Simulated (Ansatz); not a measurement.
**CdWO4 (P2/c): a many-body input that goes wrong, and its mend**

Aim: the G0W0 gap of CdWO4 (P2/c). The first input has a fault.

Program: Ansatz 0.2.0. Level of theory: G0W0 on LDA, plane waves, PAW. Results are calculated unless marked as measured.

### 1. The starting structure

The structure is monoclinic, space group P2/c (No. 13). The conventional cell has a = 5.040 Å, b = 5.870 Å, c = 5.084 Å, α = 90.00°, β = 91.48°, γ = 90.00°. Nearest to Cd lie 6 O at 2.20 to 2.43 Å. W has 6 O at 1.78 to 2.15 Å nearest. Nearest to O lie 2 W at 1.92 to 2.15 Å and 1 Cd at 2.20 Å. O has 1 W at 1.78 Å and 2 Cd at 2.28 to 2.43 Å nearest. Farther neighbours and most contacts between anions are not listed.

The cell and positions come from the Crystallography Open Database and are kept as given unless a step says otherwise. Spin-orbit coupling is left out unless a step names it. The default PAW set here is soft_2. Its files were made with PBE.

### 2. First try

The input, input.yaml:

```yaml
crystal:
  lattice:
    - [5.04, 0.0, 0.0]
    - [0.0, 5.8701, 0.0]
    - [-0.1309573182, 0.0, 5.0824131071]
  atoms:
    - { symbol: Cd, position: [0.5, 0.69729, 0.25] }
    - { symbol: Cd, position: [0.5, 0.30271, 0.75] }
    - { symbol: W, position: [0.0, 0.17855, 0.25] }
    - { symbol: W, position: [0.0, 0.82145, 0.75] }
    - { symbol: O, position: [0.2018, 0.0955, 0.9504] }
    - { symbol: O, position: [0.7982, 0.0955, 0.5496] }
    - { symbol: O, position: [0.7982, 0.9045, 0.0496] }
    - { symbol: O, position: [0.2018, 0.9045, 0.4504] }
    - { symbol: O, position: [0.242, 0.3703, 0.3839] }
    - { symbol: O, position: [0.758, 0.3703, 0.1161] }
    - { symbol: O, position: [0.758, 0.6297, 0.6161] }
    - { symbol: O, position: [0.242, 0.6297, 0.8839] }
kpoints:
  mp_grid: { grid: [2, 2, 2] }
hamiltonian:
  xc: lda
scf:
  occupations: { method: fixed }
gw:
  n_empty_bands: 244
  ecut_chi: 10
  qp_bands: [v4, c4]
  qp_kpoints: band_edges
  screening: { model: contour_deformation }
```

Command:

```sh
$ ansatz run input.yaml --threads 24 --pin off --max-ram 82944MiB --backend cuda --events-out ev --progress --plain --runs-dir out --devices 1 --max-vram 78GiB
```

Numbers of over 12 decimals in the logs are rounded to 6 here.

Log:

```text
GPUs: using 1 of 1 available (devices: 1).
Engine: ansatz 0.2.0, aarch64-unknown-linux-gnu
Pseudopotentials: kind: paw
Pseudopotential: Cd, paw, valence charge 20, recommended cutoff 420 eV (normal), Cd.paw.azcp
Pseudopotential: W, paw, valence charge 14, recommended cutoff 420 eV (normal), W.paw.azcp
Pseudopotential: O, paw, valence charge 6, recommended cutoff 420 eV (normal), O.paw.azcp
Functional definition: SPW92
  exchange = slater_x
  correlation = pw_c
[...]
Crystal: 12 atoms, lattice volume = 150.365 Å³
Basis set: ecut = 420 eV, 2943 PW (Γ)
Bands: 70, of which v1, the nominal top of the filled ones, is band 58 counted from 1 (57 counted from 0)
Symmetry: 4 space group operations
Space group: P2/c (ITA 13), of the structure as read, at distance tolerance 5.3e-5 Å
k-points: 8
Non-local potential: Cd, projectors of the file, l = 0: 3, l = 1: 2, l = 2: 2, l = 3: 1
Non-local potential: W, projectors of the file, l = 0: 3, l = 1: 2, l = 2: 2, l = 3: 1
Non-local potential: O, projectors of the file, l = 0: 2, l = 1: 2, l = 2: 1
PAW form: soft (Blöchl's): semilocal exchange-correlation on the pseudo side does not see the compensation charge
PAW frozen core: Cd, regenerated for the run's functional, and the local potential with it (the file was generated under x = pbe(κ = 0.804, μ = 0.219515), c = pbe(β = 0.066725))
PAW frozen core: W, regenerated for the run's functional, and the local potential with it (the file was generated under x = pbe(κ = 0.804, μ = 0.219515), c = pbe(β = 0.066725))
PAW frozen core: O, regenerated for the run's functional, and the local potential with it (the file was generated under x = pbe(κ = 0.804, μ = 0.219515), c = pbe(β = 0.066725))
PAW one-centre angular grid: Cd, 590 points (default); XC on 64 Gauss nodes
PAW one-centre angular grid: W, 590 points (default); XC on 64 Gauss nodes
PAW one-centre angular grid: O, 110 points (default); XC on 64 Gauss nodes
Initial density: superposition of atomic densities (neutral atoms: chi_scale 0, normalization atom), corrected by the library's trained network
Initial wavefunctions: pseudopotential atomic-orbital guess
[...]
Functional: x = slater, c = lda
SCF iter   1: F=—  HF=-40940.144297 eV  |F-HF|=—  |Δ(HF+E_count)|=         —  Δρ=2.14e-2  dr2=6.46e-1  ethr=1.77e-3  ⟨swp⟩=4.8  Hψ=1897  notcnv=0  defer=72
preconditioner: auto → Resta (q_TF=auto, 2.613 Å⁻¹)  ε∞=6.7  [insulator: Δε(μ)=2.733 eV  Ē_g=11.633 eV  n_scr=40 (ndim 8)  ℏωp=27.8 eV  f_vac=0.057  ε∞_Penn≈6.7]
SCF iter   2: F=—  HF=-40940.012421 eV  |F-HF|=—  |Δ(HF+E_count)|=   1.32e-1  Δρ=7.18e-3  dr2=7.34e-2  ethr=5.57e-4  ⟨swp⟩=2.0  Hψ=870  notcnv=0  defer=68
SCF iter   3: F=—  HF=-40939.999232 eV  |F-HF|=—  |Δ(HF+E_count)|=   1.32e-2  Δρ=2.83e-3  dr2=1.01e-2  ethr=6.33e-5  ⟨swp⟩=2.0  Hψ=800  notcnv=0  defer=77
SCF iter   4: F=—  HF=-40939.996768 eV  |F-HF|=—  |Δ(HF+E_count)|=   2.46e-3  Δρ=1.25e-3  dr2=2.29e-3  ethr=8.72e-6  ⟨swp⟩=2.0  Hψ=777  notcnv=0  defer=79
SCF iter   5: F=—  HF=-40939.996372 eV  |F-HF|=—  |Δ(HF+E_count)|=   3.95e-4  Δρ=3.62e-4  dr2=1.46e-4  ethr=1.97e-6  ⟨swp⟩=2.0  Hψ=800  notcnv=0  defer=80
SCF iter   6: F=—  HF=-40939.996378 eV  |F-HF|=—  |Δ(HF+E_count)|=   5.97e-6  Δρ=1.09e-4  dr2=1.54e-5  ethr=1.26e-7  ⟨swp⟩=2.0  Hψ=709  notcnv=0  defer=41
SCF iter   7: F=—  HF=-40939.996384 eV  |F-HF|=—  |Δ(HF+E_count)|=   6.01e-6  Δρ=2.99e-5  dr2=1.45e-6  ethr=1.33e-8  ⟨swp⟩=2.2  Hψ=836  notcnv=0  defer=40
SCF iter   8: F=-40939.996385 eV  HF=-40939.996385 eV  |F-HF|=3.60e-9  |Δ(HF+E_count)|=   6.50e-7  Δρ=5.78e-6  dr2=7.94e-8  ethr=8.62e-11  ⟨swp⟩=9.1  Hψ=2114  notcnv=0
SCF 1 converged in 8 iterations: F = -40939.996385 eV  dr2 = 7.94e-8
[...]
NSCF: frozen V_eff on 8 k-points
[...]
SCF converged after 8 iterations
[...]
0    62     12.7008   -16.4098    -3.8433   -22.1623  0.8208    14.6761    14.6100  root
     1    55      8.1657   -25.7830     3.9011   -20.8917  0.8166     7.1602     7.1755  root
     1    56      8.1657   -25.7830     3.9011   -20.8917  0.8166     7.1602     7.1755  root
     1    57      8.5992   -27.6574     3.6883   -22.9255  0.8240     7.5402     7.5556  root
     1    58      8.5992   -27.6574     3.6883   -22.9255  0.8240     7.5402     7.5556  root
     1    59     12.1256   -14.3200    -3.7233   -19.9311  0.8310    14.0676    14.0134  root
     1    60     12.1256   -14.3200    -3.7233   -19.9311  0.8310    14.0676    14.0134  root
     1    61     12.6062   -16.2973    -3.8431   -22.0345  0.8199    14.5669    14.5003  root
     1    62     12.6062   -16.2973    -3.8431   -22.0345  0.8199    14.5669    14.5003  root
     2    55      7.9171   -25.9385     3.9924   -20.8031  0.8131     6.7522     6.7743  root
     2    56      8.0199   -26.9102     3.7551   -22.1045  0.8194     6.9526     6.9694  root
     2    57      8.1479   -25.7652     3.9792   -20.6673  0.8150     7.0086     7.0292  root
     2    58      8.7264   -27.6088     3.7958   -22.7510  0.8243     7.6484     7.6644  root
     2    59     11.7005   -14.9811    -3.7114   -20.7116  0.8299    13.7832    13.7197  root
[...]
7    58      8.2786   -26.5212     3.8916   -21.5836  0.8186     7.2159     7.2328  root
     7    59     12.4243   -15.9790    -3.8218   -21.7069  0.8224    14.3939    14.3304  root
     7    60     12.4243   -15.9790    -3.8218   -21.7069  0.8224    14.3939    14.3304  root
     7    61     12.6612   -15.1838    -3.8556   -20.9631  0.8249    14.6502    14.5848  root
     7    62     12.6612   -15.1838    -3.8556   -20.9631  0.8249    14.6502    14.5848  root
```

Wall time 3.4 s (1 × NVIDIA GB200 (shared by 2 runs) with 24 threads of Arm Neoverse V2, shared host); peak memory 1.3 GiB.

Q: What is the fault?

The run ended normally, though the input holds a fault or crude settings.

The fault: screening cutoff of 10 eV. Nearly all local fields and short-range correlation are left out.

It printed a gap of 6.06 eV, which is an artefact of the settings.

### 3. A better input

G0W0 replaces the xc potential by the self-energy, built once from these orbitals. Only a window of levels is corrected, while the sums run over the empty bands that the input names.

input.yaml: that of step 2 with these lines changed.

```diff
@@ -19,3 +19,3 @@
 kpoints:
-  mp_grid: { grid: [2, 2, 2] }
+  mp_grid: { grid: [4, 2, 4] }
 hamiltonian:
@@ -25,4 +25,4 @@
 gw:
-  n_empty_bands: 244
-  ecut_chi: 10
+  n_empty_bands: 321
+  ecut_chi: 96
   qp_bands: [v4, c4]
```

Log:

```text
GPUs: using 1 of 1 available (devices: 1).
[...]
Crystal: 12 atoms, lattice volume = 150.365 Å³
Basis set: ecut = 420 eV, 2943 PW (Γ)
Bands: 70, of which v1, the nominal top of the filled ones, is band 58 counted from 1 (57 counted from 0)
[... 1 set-up line as in the run before ...]
[...]
k-points: 20 of 32
[...]
SCF iter   1: F=—  HF=-40940.150740 eV  |F-HF|=—  |Δ(HF+E_count)|=         —  Δρ=2.13e-2  dr2=6.39e-1  ethr=1.77e-3  ⟨swp⟩=4.8  Hψ=4810  notcnv=0  defer=189
[...]
SCF iter   8: F=-40940.003535 eV  HF=-40940.003535 eV  |F-HF|=1.39e-9  |Δ(HF+E_count)|=   6.49e-7  Δρ=6.18e-6  dr2=8.84e-8  ethr=8.62e-11  ⟨swp⟩=8.6  Hψ=5199  notcnv=0
SCF 1 converged in 8 iterations: F = -40940.003535 eV  dr2 = 8.84e-8
[...]
NSCF: frozen V_eff on 20 k-points
[...]
SCF converged after 8 iterations
[...]
12    62     12.8665   -16.2757    -4.3055   -22.0016  0.7685    14.3212    14.2869  root
    13    55      7.9934   -27.0389     4.5577   -22.2170  0.7439     7.7281     7.7293  root
    13    56      8.0327   -27.1557     4.6574   -22.2308  0.7452     7.7641     7.7653  root
    13    57      8.2881   -26.4397     4.6509   -21.5413  0.7386     8.0396     8.0406  root
    13    58      8.3484   -26.1819     4.6214   -21.3389  0.7394     8.1261     8.1269  root
    13    59     11.7727   -15.1993    -4.3893   -20.8821  0.7870    13.0889    13.0661  root
    13    60     12.3856   -14.6374    -4.3655   -20.3295  0.7861    13.7369    13.7122  root
    13    61     12.7822   -15.9775    -4.4573   -21.8413  0.7717    14.2222    14.1887  root
[...]
19    59     12.4191   -16.0262    -4.3300   -21.7078  0.7728    13.8001    13.7707  root
    19    60     12.4191   -16.0262    -4.3300   -21.7078  0.7728    13.8001    13.7707  root
    19    61     12.6578   -15.2865    -4.3539   -20.9702  0.7809    14.0147    13.9876  root
    19    62     12.6578   -15.2865    -4.3539   -20.9702  0.7809    14.0147    13.9876  root
```

Run time: 9.2 s. Hardware: 1 × NVIDIA GB200 (shared by 2 runs) with 24 threads; peak memory 1.9 GiB; 34 s of CPU time.

Numbers from this step:

* bands summed: 379
* RPA ε∞ on this mesh (eigenvalues): 4.721, 5.057, 5.273
* plane waves in the screening matrix: 313
* q-points in the mesh: 32
* G0W0 gap on the mesh: 4.449 eV
* k of the valence top: 0, -0.5, 0
* k of the conduction bottom: 0, -0.5, 0
* starting gap on the mesh: 2.974 eV
* Z at the valence top: 0.7493
* Z at the conduction bottom: 0.7886
* least direct G0W0 gap on the computed points: 4.449 eV

The gap on the mesh goes from 2.97 eV to 4.45 eV, a correction of +1.47 eV. Between the two edge states, bare exchange in place of the xc potential would open the gap by 10.37 eV, and correlation takes back 8.89 eV.

### 4. Summary of results

| Quantity | Value |
| --- | --- |
| first try | converged after 3.4 s |
| better run | G0W0 gap on the mesh 4.45 eV (4×2×4 mesh, 321 empty bands, screening to 96 eV) |

**Reading.** The second run differs in: mesh, empty bands and screening cutoff (eV). Bands and cutoff are finite, so the gap is not at the basis limit. The miss can reach some tenths of an eV and take either sign; the mesh is an error of its own. The 4×2×4 mesh is coarse for this cell (its supercell is 12 Å along the shortest edge). The RPA ε∞ on it, from the LDA start, is 4.72, 5.06 and 5.27; such meshes misread the long-range screening, most where the gap is narrow. A d shell, filled or nearly so, lies near the gap. One-shot GW converges very slowly in bands there, not always from below, and on a semilocal start the gap tends to come out low; starts rich in exact exchange can overshoot instead. The many-body steps are scalar-relativistic: spin-orbit coupling is not in them.

[Paths, hosts, dates, memory and timing lines, banners, echoed tables and standing remarks are left out of the program output.]

[Logs are printed without paths, hosts, clocks, repeated set-up lines and the standing remarks that a program may print on its own settings, such as how far it seeks lower states.]

[Runs of the session that timed out or met a known fault of the program may be left out.]

[Cells called generated may have been cut or substituted from an entry of the Crystallography Open Database or the Materials Project.]

[Hosts, paths, dates, database ids (printed as entryN), source tags and the programs' standing remarks are cut or masked in the printed files.]
